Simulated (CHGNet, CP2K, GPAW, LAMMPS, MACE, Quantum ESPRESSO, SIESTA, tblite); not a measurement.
# What went wrong? CP2K on glassy 68SiO2-14MgO-11ZnO-7BaO (mol %) (75 atoms)

Program: CP2K 2026.2, a calculation on a cell of 19 Si, 4 Mg, 3 Zn, 2 Ba and 47 O, 15.4 Å³ an atom.

File input.inp:

```
&GLOBAL
  PROJECT cell
  RUN_TYPE ENERGY_FORCE
  PRINT_LEVEL LOW
&END GLOBAL
&FORCE_EVAL
  METHOD QS
  STRESS_TENSOR ANALYTICAL
  &DFT
    BASIS_SET_FILE_NAME BASIS_MOLOPT_UZH
    POTENTIAL_FILE_NAME POTENTIAL_UZH
    &MGRID
      CUTOFF 80
      REL_CUTOFF 50
    &END MGRID
    &QS
      EPS_DEFAULT 1.0E-12
    &END QS
    &SCF
      SCF_GUESS ATOMIC
      EPS_SCF 1.0E-06
      MAX_SCF 25
      &OT
        MINIMIZER CG
        PRECONDITIONER FULL_ALL
        ENERGY_GAP 0.001
      &END OT
      &OUTER_SCF
        EPS_SCF 1.0E-06
        MAX_SCF 2
      &END OUTER_SCF
      &PRINT
        &RESTART OFF
        &END RESTART
      &END PRINT
    &END SCF
    &XC
      &XC_FUNCTIONAL PBE
      &END XC_FUNCTIONAL
    &END XC
    &PRINT
      &MULLIKEN ON
      &END MULLIKEN
      &HIRSHFELD ON
        SHAPE_FUNCTION DENSITY
      &END HIRSHFELD
      &MO_CUBES
        NHOMO 1
        NLUMO 4
        WRITE_CUBE F
      &END MO_CUBES
    &END PRINT
  &END DFT
  &SUBSYS
    &CELL
      A 10.48540 0.00000 0.00000
      B 0.00000 10.48540 0.00000
      C 0.00000 0.00000 10.48540
    &END CELL
    &TOPOLOGY
      COORD_FILE_NAME structure.xyz
      COORD_FILE_FORMAT XYZ
    &END TOPOLOGY
    &KIND Si
      BASIS_SET DZVP-MOLOPT-PBE-GTH-q4
      POTENTIAL GTH-PBE-q4
    &END KIND
    &KIND Mg
      BASIS_SET DZVP-MOLOPT-PBE-GTH-q10
      POTENTIAL GTH-PBE-q10
    &END KIND
    &KIND Zn
      BASIS_SET DZVP-MOLOPT-PBE-GTH-q12
      POTENTIAL GTH-PBE-q12
    &END KIND
    &KIND Ba
      BASIS_SET DZVP-MOLOPT-PBE-GTH-q10
      POTENTIAL GTH-PBE-q10
    &END KIND
    &KIND O
      BASIS_SET DZVP-MOLOPT-PBE-GTH-q6
      POTENTIAL GTH-PBE-q6
    &END KIND
  &END SUBSYS
  &PRINT
    &FORCES ON
    &END FORCES
    &STRESS_TENSOR ON
    &END STRESS_TENSOR
  &END PRINT
&END FORCE_EVAL
```

File structure.xyz:

```xyz
75

Si 8.07386 4.45483 4.21419
Si 4.16858 8.69586 3.12287
Si 3.88159 2.66528 5.31232
Si 6.38079 0.73524 5.62531
Si 4.85579 8.46287 6.06937
Si 1.31739 1.68668 7.05709
Si 8.90913 1.43178 0.21621
Si 9.45563 6.37072 8.93398
Si 0.31603 0.36972 4.35962
Si 9.75247 8.23261 3.07233
[... 61 atom lines left out ...]
O 3.75325 8.73612 10.08947
O 5.02020 2.15318 9.46003
O 6.98412 0.82730 4.11174
O 9.59110 4.88515 3.85915
```

The run is started by

```console
$ OMP_NUM_THREADS=2 cp2k.psmp -i input.inp > output.txt
```

Numbers of over 12 decimals in the logs are rounded to 6 here.

What it wrote:

```text
CP2K| version string:                                       CP2K version 2026.2
 CP2K| Input file name                                                 input.inp
 GLOBAL| Basis set file name                                    BASIS_MOLOPT_UZH
 GLOBAL| Potential file name                                       POTENTIAL_UZH
 GLOBAL| Run type                                                   ENERGY_FORCE
 GLOBAL| Total number of message passing processes                             1
 GLOBAL| Number of threads for this process                                    2
 TOTAL NUMBERS AND MAXIMUM NUMBERS
  Total number of            - Atomic kinds:                                   5
                             - Atoms:                                         75
                             - Shell sets:                                    75
                             - Shells:                                       383
                             - Primitive Cartesian functions:                369
                             - Cartesian basis functions:                   1080
[... lines left out ...]
 Number of electrons:                                                        454
[... lines left out ...]
  Step     Update method      Time    Convergence         Total energy    Change
[... lines left out ...]
  Total energy:                                             -1322.941540
[... lines left out ...]
  Step     Update method      Time    Convergence         Total energy    Change
[... lines left out ...]
  *** SCF run converged in     6 steps ***
[... lines left out ...]
  Total energy:                                             -1322.952389
[... lines left out ...]
  outer SCF loop converged in   2 iterations or   60 steps
[... lines left out ...]
 # Total charge                            454.000000                 -0.000000
 !-----------------------------------------------------------------------------!
 !-----------------------------------------------------------------------------!
                           Hirshfeld Charges
  #Atom  Element  Kind  Ref Charge     Population                    Net charge
      1       Si     1       4.000          3.523                         0.477
      2       Si     1       4.000          3.428                         0.572
      3       Si     1       4.000          3.500                         0.500
[...]
74       O      5       6.000          6.288                        -0.288
     75       O      5       6.000          6.275                        -0.275
  Total Charge                                                           -0.207
 !-----------------------------------------------------------------------------!
  Eigenvalues of the occupied subspace spin            1
      -3.18604136     -2.93936129     -2.83370205     -2.78843391
      -2.64746993     -2.61724107     -2.47767897     -2.37409574
      -2.22221078     -1.57411883     -1.52252633     -1.52151166
[...]
0.05623099      0.06221608      0.06316778      0.06482464
       0.06885636      0.07223504      0.07830536
 Fermi Energy [eV] :    2.130797
  Using OT eigensolver for additional unoccupied orbitals spin            1
  Lowest Eigenvalues of the unoccupied subspace spin            1
 OT| Eigensolver reached convergence in 225 iterations
       0.17179405      0.20787611      0.23277489      0.23808853
 HOMO - LUMO gap [eV] :    2.543956
 ENERGY| Total FORCE_EVAL ( QS ) energy [hartree]          -1322.952389
 FORCES| Atomic forces [hartree/bohr]
 FORCES|   Atom     x               y               z               |f|
 FORCES|      1  2.90071608E-02  1.03019811E-02  1.06316714E-03   3.08005928E-02
 FORCES|      2 -6.55121127E-03  1.37518562E-02 -1.52084273E-03   1.53083272E-02
 FORCES|      3 -1.64079873E-02 -4.31375890E-02 -1.62253832E-03   4.61812328E-02
[...]
FORCES|     74 -3.64643964E-01 -1.64937191E+00 -2.99484147E-01   1.71554180E+00
 FORCES|     75 -1.06566772E+00 -4.95655757E-01  8.53361267E-01   1.45242823E+00
 FORCES| Sum     3.27021909E+01  2.47541064E+02 -1.34455079E+01
 FORCES| Total atomic force                                       2.50053581E+02
 STRESS| Analytical stress tensor [bar]
 STRESS|                        x                   y                   z
 STRESS|      x        2.52144438576E+06   8.01362066792E+04  -9.53360296564E+04
 STRESS|      y        8.01362066792E+04   1.27686856314E+06  -4.69959333313E+04
 STRESS|      z       -9.53360296564E+04  -4.69959333313E+04  -2.44971349239E+06
 STRESS| 1/3 Trace                                             4.49533152167E+05
```

It took 3.6 min on 2 threads of Arm Neoverse V2, shared host; peak memory 0.58 GiB; 7.1 min of CPU time.

Banners, paths, timers and routine set-up lines are dropped from the logs unmarked, and long logs keep their key lines alone; longer cuts are marked.

Against a plane-wave PBE reference:

* r.m.s. difference of force components: 583100 meV/Å
* longest difference of force vectors: 6.187e+06 meV/Å
* force difference over r.m.s. force: 63410 %
* slope of forces against the reference's: -38.94

Why should this run not be trusted?

A grid cutoff far too low: cutoff 80 Ry. The sound run has cutoff 1200 Ry.

The run converged all the same, so the exit status doesn't show the fault.

[Also dropped from logs without a mark: logging warnings of Python, and SIESTA's first energy breakdown and zero terms.]

[Logs are printed without paths, hosts, clocks, repeated set-up lines and the standing remarks that a program may print on its own settings, such as how far it seeks lower states.]

[Hosts, paths, dates, database ids (printed as entryN), source tags and the programs' standing remarks are cut or masked in the printed files.]
